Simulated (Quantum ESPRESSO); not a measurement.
# AlGaAs2 (P-4m2): zone-centre phonons, part 2 of 3

Aim: the zone-centre modes of AlGaAs2 (P-4m2).

Quantum ESPRESSO 7.5; DFT LDA, scalar-relativistic, plane waves, GBRV ultrasoft pseudopotentials.

So far. Step 2 (A probe with smearing): A gap of 0.91 eV opens on this mesh, so the crystal is taken as an insulator; the start stands at -0.95 GPa. Step 4 (Ground state): The cell stands at 3.3e-4 GPa, close enough for phonons. The relaxed cell has a = 3.982, c = 5.608 Å (conventional setting).

The structure was built from a prototype and need not be the compound's stable phase.

## (5) Zone-centre response

At q = 0 one unit cell holds all displacements; symmetry groups them into irreducible representations that are solved one by one. The response to a field gives ε∞ and the Born charges, which polar modes need.

ph.in reads:

```
phonons
 &inputph
    prefix='x',
    outdir='./tmp',
    fildyn='g.dyn',
    tr2_ph=1.0d-18,
    epsil=.true.,
 /
0.000000000000 0.000000000000 0.000000000000
```

The run is started by

```bash
$ OMP_NUM_THREADS=1 mpirun -n 4 ph.x -nk 4 -in ph.in > ph.out
```

The log of the run:

```text
[banners, grids, parts of the stress and lines that vanish by symmetry left out]
[banner, memory and clock lines left out]
Program PHONON v.7.5

     ./tmp/x.save/

     IMPORTANT: XC functional enforced from input :
     Exchange-correlation= PZ
                           (   1   1   0   0   0   0   0)
     Any further DFT definition will be discarded
     Please, verify this is what you really want

     G-vector sticks info

     negative rho (up, down):  1.708E-07 0.000E+00
     Reading collected, re-writing distributed wavefunctions in ./tmp/

     Number and degeneracy of irreps per q-point
       N         xq(1)         xq(2)         xq(3)   N irreps
       1   0.000000000   0.000000000   0.000000000       8
        1   1   1   1   2   2   2   2

     Calculation of q =    0.0000000   0.0000000   0.0000000

     phonons

     bravais-lattice index     =            6
     lattice parameter (alat)  =       7.5241  a.u.
     unit-cell volume          =     599.9880 (a.u.)^3
     number of atoms/cell      =            4
     number of atomic types    =            3
     kinetic-energy cut-off    =      50.0000  Ry
     charge density cut-off    =     300.0000  Ry
     convergence threshold     =      1.0E-18
     beta                      =       0.7000
     number of iterations used =            4
     Exchange-correlation= PZ
                           (   1   1   0   0   0   0   0)

     celldm(1)=    7.52406  celldm(2)=    0.00000  celldm(3)=    1.40859
     celldm(4)=    0.00000  celldm(5)=    0.00000  celldm(6)=    0.00000

     crystal axes: (cart. coord. in units of alat)
               a(1) = (  1.0000  0.0000  0.0000 )
               a(2) = (  0.0000  1.0000  0.0000 )
               a(3) = (  0.0000  0.0000  1.4086 )

     reciprocal axes: (cart. coord. in units 2 pi/alat)
               b(1) = (  1.0000  0.0000  0.0000 )
               b(2) = (  0.0000  1.0000  0.0000 )
               b(3) = (  0.0000  0.0000  0.7099 )

     Atoms inside the unit cell:

     Cartesian axes

     site n.  atom      mass           positions (alat units)
        1  Ga     69.7230   tau(    1) = (    0.00000    0.00000    0.00000  )
        2  Al     26.9815   tau(    2) = (    0.50000    0.50000    0.70430  )
        3  As     74.9216   tau(    3) = (    0.00000    0.50000    1.05646  )
        4  As     74.9216   tau(    4) = (    0.50000    0.00000    0.35214  )

     Computing dynamical matrix for
                    q = (   0.0000000   0.0000000   0.0000000 )

      9 Sym.Ops. (with q -> -q+G )

     G cutoff =  430.1958  (  52707 G-vectors)     FFT grid: ( 45, 45, 60)
     G cutoff =  286.7972  (  28659 G-vectors)  smooth grid: ( 36, 36, 48)
     number of k points=    45
                       cart. coord. in units 2pi/alat
        k(    1) = (   0.0000000   0.0000000   0.0000000), wk =   0.0078125
        k(    2) = (   0.0000000   0.0000000   0.1774820), wk =   0.0156250
        k(    3) = (   0.0000000   0.0000000  -0.3549641), wk =   0.0078125
        [... further k-points left out ...]

     PseudoPot. # 1 for Ga read from file:
     ./pseudo/Ga.upf
     Pseudo is Ultrasoft + core correction, Zval = 19.0

     PseudoPot. # 2 for Al read from file:
     ./pseudo/Al.upf
     Pseudo is Ultrasoft + core correction, Zval =  3.0

     PseudoPot. # 3 for As read from file:
     ./pseudo/As.upf
     Pseudo is Ultrasoft + core correction, Zval =  5.0

     Mode symmetry, D_2d (-42m) point group:

     Electric field:
     Dielectric constant
     Born effective charges as d Force / d E

     Atomic displacements:
     There are    8 irreducible representations

     Representation     1      1 modes -  To be done

     Representation     2      1 modes -  To be done

     Representation     3      1 modes -  To be done

     Representation     4      1 modes -  To be done

     Representation     5      2 modes -  To be done

     Representation     6      2 modes -  To be done

     Representation     7      2 modes -  To be done

     Representation     8      2 modes -  To be done

     Alpha used in Ewald sum =   2.8000

     negative rho (up, down):  1.708E-07 0.000E+00

     Electric Fields Calculation

      iter #   1   av.it.:   9.9
      thresh= 1.000E-02 alpha_mix =  0.700 |ddv_scf|^2 =  1.956E-07

      [... iterations left out ...]
      iter #  10   av.it.:  19.9
      thresh= 7.005E-10 alpha_mix =  0.700 |ddv_scf|^2 =  7.662E-19

     End of electric fields calculation

          Dielectric constant in cartesian axis

          (      12.925787865       0.000000000       0.000000000 )
          (       0.000000000      12.925787865       0.000000000 )
          (       0.000000000       0.000000000      12.204312129 )

          Effective charges (d Force / dE) in cartesian axis without acoustic sum rule applied (asr)

           atom    1  Ga    Mean Z*:        2.17921
      Ex  (        2.18492        0.00000        0.00000 )
      Ey  (        0.00000        2.18492        0.00000 )
      Ez  (        0.00000        0.00000        2.16777 )
           atom    2  Al    Mean Z*:        1.99179
      Ex  (        1.94634        0.00000        0.00000 )
      Ey  (        0.00000        1.94634        0.00000 )
      Ez  (        0.00000        0.00000        2.08268 )
           atom    3  As    Mean Z*:       -2.15246
      Ex  (       -2.02480        0.00000        0.00000 )
      Ey  (        0.00000       -2.28075        0.00000 )
      Ez  (        0.00000        0.00000       -2.15183 )
           atom    4  As    Mean Z*:       -2.15246
      Ex  (       -2.28075       -0.00000        0.00000 )
      Ey  (        0.00000       -2.02480        0.00000 )
      Ez  (        0.00000        0.00000       -2.15183 )

          Effective charges Sum: Mean:       -0.13392
             -0.17428        0.00000        0.00000
              0.00000       -0.17428        0.00000
              0.00000        0.00000       -0.05321

          Effective charges (d Force / dE) in cartesian axis with asr applied:
           atom    1  Ga    Mean Z*:        2.21269
      E*x (        2.22849        0.00000        0.00000 )
      E*y (        0.00000        2.22849        0.00000 )
      E*z (        0.00000        0.00000        2.18107 )
           atom    2  Al    Mean Z*:        2.02527
      E*x (        1.98991       -0.00000        0.00000 )
      E*y (       -0.00000        1.98991        0.00000 )
      E*z (        0.00000        0.00000        2.09598 )
           atom    3  As    Mean Z*:       -2.11898
      E*x (       -1.98123       -0.00000        0.00000 )
      E*y (       -0.00000       -2.23718        0.00000 )
      E*z (        0.00000        0.00000       -2.13853 )
           atom    4  As    Mean Z*:       -2.11898
      E*x (       -2.23718       -0.00000        0.00000 )
      E*y (       -0.00000       -1.98123        0.00000 )
      E*z (        0.00000        0.00000       -2.13853 )

     Representation #   1 mode #   1

     Self-consistent Calculation

      iter #   1   av.it.:   7.6
      thresh= 1.000E-02 alpha_mix =  0.700 |ddv_scf|^2 =  3.850E-06

      [... iterations left out ...]
      iter #  11   av.it.:  20.8
      thresh= 1.634E-10 alpha_mix =  0.700 |ddv_scf|^2 =  4.118E-19

     End of self-consistent calculation

     Convergence has been achieved

     Representation #   2 mode #   2

     Self-consistent Calculation

      iter #   1   av.it.:  12.0
      thresh= 1.000E-02 alpha_mix =  0.700 |ddv_scf|^2 =  5.266E-05

      [... iterations left out ...]
      iter #  11   av.it.:  21.5
      thresh= 1.041E-10 alpha_mix =  0.700 |ddv_scf|^2 =  5.605E-20

     End of self-consistent calculation

     Convergence has been achieved

     Representation #   3 mode #   3

     Self-consistent Calculation

      iter #   1   av.it.:   7.6
      thresh= 1.000E-02 alpha_mix =  0.700 |ddv_scf|^2 =  1.103E-07

      [... iterations left out ...]
      iter #   9   av.it.:  21.2
      thresh= 4.437E-10 alpha_mix =  0.700 |ddv_scf|^2 =  8.543E-19

     End of self-consistent calculation

     Convergence has been achieved

     Representation #   4 mode #   4

     Self-consistent Calculation

[...]
[... iterations left out ...]
[...]
End of self-consistent calculation

     Convergence has been achieved

     Representation #   5 modes #   5   6

     Self-consistent Calculation

[...]
[... iterations left out ...]
[...]
End of self-consistent calculation

     Convergence has been achieved

     Representation #   6 modes #   7   8

     Self-consistent Calculation

[...]
[... iterations left out ...]
[...]
End of self-consistent calculation

     Convergence has been achieved

     Representation #   7 modes #   9  10

     Self-consistent Calculation

      iter #   1   av.it.:   4.1
      thresh= 1.000E-02 alpha_mix =  0.700 |ddv_scf|^2 =  8.793E-09

      [... iterations left out ...]
      iter #   8   av.it.:  21.1
      thresh= 2.391E-10 alpha_mix =  0.700 |ddv_scf|^2 =  1.729E-19

     End of self-consistent calculation

     Convergence has been achieved

     Representation #   8 modes #  11  12

     Self-consistent Calculation

      iter #   1   av.it.:  12.5
      thresh= 1.000E-02 alpha_mix =  0.700 |ddv_scf|^2 =  7.502E-06

      [... iterations left out ...]
      iter #   9   av.it.:  23.1
      thresh= 2.807E-10 alpha_mix =  0.700 |ddv_scf|^2 =  3.157E-19

     End of self-consistent calculation

     Convergence has been achieved

     Number of q in the star =    1
     List of q in the star:
          1   0.000000000   0.000000000   0.000000000

          Dielectric constant in cartesian axis

          (      12.925787865       0.000000000       0.000000000 )
          (       0.000000000      12.925787865       0.000000000 )
          (       0.000000000       0.000000000      12.204312129 )

          Effective charges (d Force / dE) in cartesian axis without acoustic sum rule applied (asr)

           atom    1  Ga    Mean Z*:        2.17921
      Ex  (        2.18492        0.00000        0.00000 )
      Ey  (        0.00000        2.18492        0.00000 )
      Ez  (        0.00000        0.00000        2.16777 )
           atom    2  Al    Mean Z*:        1.99179
      Ex  (        1.94634        0.00000        0.00000 )
      Ey  (        0.00000        1.94634        0.00000 )
      Ez  (        0.00000        0.00000        2.08268 )
           atom    3  As    Mean Z*:       -2.15246
      Ex  (       -2.02480        0.00000        0.00000 )
      Ey  (        0.00000       -2.28075        0.00000 )
      Ez  (        0.00000        0.00000       -2.15183 )
           atom    4  As    Mean Z*:       -2.15246
      Ex  (       -2.28075       -0.00000        0.00000 )
      Ey  (        0.00000       -2.02480        0.00000 )
      Ez  (        0.00000        0.00000       -2.15183 )

          Effective charges Sum: Mean:       -0.13392
             -0.17428        0.00000        0.00000
              0.00000       -0.17428        0.00000
              0.00000        0.00000       -0.05321

          Effective charges (d Force / dE) in cartesian axis with asr applied:
           atom    1  Ga    Mean Z*:        2.21269
      E*x (        2.22849        0.00000        0.00000 )
      E*y (        0.00000        2.22849        0.00000 )
      E*z (        0.00000        0.00000        2.18107 )
           atom    2  Al    Mean Z*:        2.02527
      E*x (        1.98991       -0.00000        0.00000 )
      E*y (       -0.00000        1.98991        0.00000 )
      E*z (        0.00000        0.00000        2.09598 )
           atom    3  As    Mean Z*:       -2.11898
      E*x (       -1.98123       -0.00000        0.00000 )
      E*y (       -0.00000       -2.23718        0.00000 )
      E*z (        0.00000        0.00000       -2.13853 )
           atom    4  As    Mean Z*:       -2.11898
      E*x (       -2.23718       -0.00000        0.00000 )
      E*y (       -0.00000       -1.98123        0.00000 )
      E*z (        0.00000        0.00000       -2.13853 )

     Diagonalizing the dynamical matrix

     q = (    0.000000000   0.000000000   0.000000000 )

 **************************************************************************
     freq (    1) =      -0.218373 [THz] =      -7.284141 [cm-1]
     freq (    2) =      -0.218373 [THz] =      -7.284141 [cm-1]
     freq (    3) =      -0.186654 [THz] =      -6.226116 [cm-1]
     freq (    4) =       2.493660 [THz] =      83.179549 [cm-1]
     freq (    5) =       2.493660 [THz] =      83.179549 [cm-1]
     freq (    6) =       6.503641 [THz] =     216.938112 [cm-1]
     freq (    7) =       7.580418 [THz] =     252.855524 [cm-1]
     freq (    8) =       7.604091 [THz] =     253.645166 [cm-1]
     freq (    9) =       7.604091 [THz] =     253.645166 [cm-1]
     freq (   10) =      10.728108 [THz] =     357.851164 [cm-1]
     freq (   11) =      10.728108 [THz] =     357.851164 [cm-1]
     freq (   12) =      11.233060 [THz] =     374.694550 [cm-1]
 **************************************************************************

     Mode symmetry, D_2d (-42m) point group:

     freq (   1-   2) =         -7.3  [cm-1]   --> E    X_5  W_3   I+R
     freq (   3-   3) =         -6.2  [cm-1]   --> B_2  X_3  W_2   I+R
     freq (   4-   5) =         83.2  [cm-1]   --> E    X_5  W_3   I+R
     freq (   6-   6) =        216.9  [cm-1]   --> A_1  X_1  W_1   R
     freq (   7-   7) =        252.9  [cm-1]   --> B_2  X_3  W_2   I+R
     freq (   8-   9) =        253.6  [cm-1]   --> E    X_5  W_3   I+R
     freq (  10-  11) =        357.9  [cm-1]   --> E    X_5  W_3   I+R
     freq (  12-  12) =        374.7  [cm-1]   --> B_2  X_3  W_2   I+R
```

Elapsed: 17 min, on 4 MPI ranks of Intel Xeon at 2.70GHz, shared host.

Read from the output:

- miss of the charge sum rule: 0.1743 e
- largest acoustic frequency at the zone centre before the sum rule: -7.28 cm⁻¹
- highest optical zone-centre mode (no LO-TO term): 374.7 cm⁻¹
- lowest optical zone-centre mode: 83.18 cm⁻¹
- mean high-frequency dielectric constant: 12.69
- largest Born charge in size (third of the trace): 2.179 e

Born charge (rows field, columns displacement), before the sum rule (e), principal values of the symmetric part by kind of site:

```csv
atom,atoms with these values,low,middle,high,mean
Ga1,1,2.17,2.18,2.18,2.18
Al2,1,1.95,1.95,2.08,1.99
As3,2,-2.28,-2.15,-2.02,-2.15
```

In full for Ga1:

```
2.18 0.00 0.00
0.00 2.18 0.00
0.00 0.00 2.17
```

High-frequency dielectric tensor:

```
12.93  0.00  0.00
 0.00 12.93  0.00
 0.00  0.00 12.20
```

The acoustic modes at Γ come out as far as 7.3 cm⁻¹ from zero, where they should vanish, a small numerical error; the Born charges miss their sum rule by 0.17 e, too much: mesh or cutoff is short for the field response.

## (6) Zone-centre analysis

A rigid shift of the crystal must cost nothing, but grids and finite bases break this; the acoustic sum rule is imposed before the matrix is diagonalised again. With Born charges the intensities follow, and the static dielectric tensor.

dynmat.in reads:

```
 &input
    fildyn='g.dyn',
    asr='crystal',
    fileig='dynmat.eig',
    lperm=.true.,
 /
```

The run is started by

```bash
$ dynmat.x -in dynmat.in > dynmat.out
```

The log of the run:

```text
[banner, memory and clock lines left out]
Program DYNMAT v.7.5

     Reading Dynamical Matrix from file g.dyn
     ...Force constants read
     ...epsilon and Z* read
     Acoustic Sum Rule: || Z*(ASR) - Z*(orig)|| =    1.260753E-01
     Acoustic Sum Rule: ||dyn(ASR) - dyn(orig)||=    6.329066E-04
     A direction for q was not specified:TO-LO splitting will be absent

     Polarizability (A^3 units)
     multiply by 0.204286 for Clausius-Mossotti correction
        84.376825    0.000000    0.000000
         0.000000   84.376825    0.000000
         0.000000    0.000000   79.272270

     IR activities are in (D/A)^2/amu units

# mode   [cm-1]    [THz]      IR
    1     -0.00   -0.0000    0.0000
    2      0.00    0.0000    0.0000
    3      0.00    0.0000    0.0000
    4     83.16    2.4929    0.0059
    5     83.16    2.4929    0.0059
    6    216.94    6.5036    0.0000
    7    252.85    7.5803    2.7800
    8    253.64    7.6041    2.3444
    9    253.64    7.6041    2.3444
   10    357.81   10.7269    5.4287
   11    357.81   10.7269    5.4287
   12    374.65   11.2316    5.3671

Electronic dielectric permittivity tensor (relative, adimensional)
        12.925788    0.000000    0.000000
         0.000000   12.925788    0.000000
         0.000000    0.000000   12.204312

 ... with zone-center polar mode contributions
        14.837716    0.000000   -0.000000
         0.000000   14.837716    0.000000
        -0.000000    0.000000   14.164677

[end of the log left out, with the tail of the file of modes that dynmat.x writes under the same name]
```

Elapsed: 0.72 s, on 1 thread.

Read from the output:

- highest optical zone-centre mode (no LO-TO term): 374.6 cm⁻¹
- lowest optical zone-centre mode: 83.16 cm⁻¹
- mean static dielectric constant: 14.61

Unit eigenvectors of the mass-weighted matrix after the sum rule; no LO-TO term. The modes at Γ (shares of kinetic energy by element, %):

```csv
mode,frequency (cm⁻¹),Ga %,Al %,As %
1,0.0,28,11,61
2,0.0,28,11,61
3,0.0,28,11,61
4,83.2,24,16,60
5,83.2,24,16,60
6,216.9,0,0,100
7,252.8,71,2,27
8,253.6,47,1,52
9,253.6,47,1,52
10,357.8,1,72,27
11,357.8,1,72,27
12,374.6,0,87,12
```

Displacements in mode 5 (83.2 cm⁻¹), the largest set to 1:
```
Ga1 -0.75  0.22  0.00
Al2  1.00 -0.29  0.00
As3  0.97  0.18  0.00
As4 -0.63 -0.28  0.00
```

Displacements in mode 6 (216.9 cm⁻¹), the largest set to 1:
```
Ga1  0.00  0.00  0.00
Al2  0.00  0.00  0.00
As3  0.00  0.00  1.00
As4  0.00  0.00 -1.00
```

Degenerate modes summed, no LO-TO term. Lines of the infrared spectrum (strongest = 100):

```csv
position (cm⁻¹),lines merged,"IR intensity, relative"
83,2,0.1
217,1,0.0
253,1,26
254,2,43
358,2,100
375,1,49
```

Static dielectric tensor (ions relaxed, fixed cell):

```
14.84  0.00  0.00
 0.00 14.84  0.00
 0.00  0.00 14.16
```

The rule moves no optical mode by more than 0.1 cm⁻¹.

## (7) Sum rules set otherwise (asr no)

Without the rule the raw error of the acoustic modes shows.

dynmat.in reads:

```
 &input
    fildyn='g.dyn',
    asr='no',
    fileig='dynmat.eig',
    lperm=.true.,
 /
```

The run is started by

```bash
$ dynmat.x -in dynmat.in > dynmat.out
```

The log of the run:

```text
[banner, memory and clock lines left out]
Program DYNMAT v.7.5

     Reading Dynamical Matrix from file g.dyn
     ...Force constants read
     ...epsilon and Z* read
     A direction for q was not specified:TO-LO splitting will be absent

     Polarizability (A^3 units)
     multiply by 0.204286 for Clausius-Mossotti correction
        84.376825    0.000000    0.000000
         0.000000   84.376825    0.000000
         0.000000    0.000000   79.272270

     IR activities are in (D/A)^2/amu units

# mode   [cm-1]    [THz]      IR
    1     -7.28   -0.2184    0.0028
    2     -7.28   -0.2184    0.0028
    3     -6.23   -0.1867    0.0003
    4     83.18    2.4937    0.0075
    5     83.18    2.4937    0.0075
    6    216.94    6.5036    0.0000
    7    252.86    7.5804    2.7832
    8    253.65    7.6041    2.3479
    9    253.65    7.6041    2.3479
   10    357.85   10.7281    5.3250
   11    357.85   10.7281    5.3250
   12    374.69   11.2331    5.3321

Electronic dielectric permittivity tensor (relative, adimensional)
        12.925788    0.000000    0.000000
         0.000000   12.925788    0.000000
         0.000000    0.000000   12.204312

 ... with zone-center polar mode contributions
        14.824794   -0.000000    0.000000
        -0.000000   14.824794    0.000000
         0.000000    0.000000   14.159645

3 [cm-1]
[end of the log left out, with the tail of the file of modes that dynmat.x writes under the same name]
```

It took 0.74 s on 1 thread.

This step gave:

```
highest optical zone-centre mode (no LO-TO term) : 374.7 cm⁻¹
lowest optical zone-centre mode                  : 83.18 cm⁻¹
mean static dielectric constant                  : 14.60
```

Zone-centre frequencies as printed; negative means imaginary. Modes:

```csv
mode,frequency (cm⁻¹)
1,-7.28
2,-7.28
3,-6.23
4,83.18
5,83.18
6,216.9
7,252.9
8,253.7
9,253.7
10,357.9
11,357.9
12,374.7
```

Against the first rule no mode moves by more than 7.3 cm⁻¹.

[end of part 2 of 3]

[Host names and launcher messages were left out of these logs when they were recorded.]

[Logs are printed without paths, hosts, clocks, repeated set-up lines and the standing remarks that a program may print on its own settings, such as how far it seeks lower states.]

[Hosts, paths, dates, database ids (printed as entryN), source tags and the programs' standing remarks are cut or masked in the printed files.]
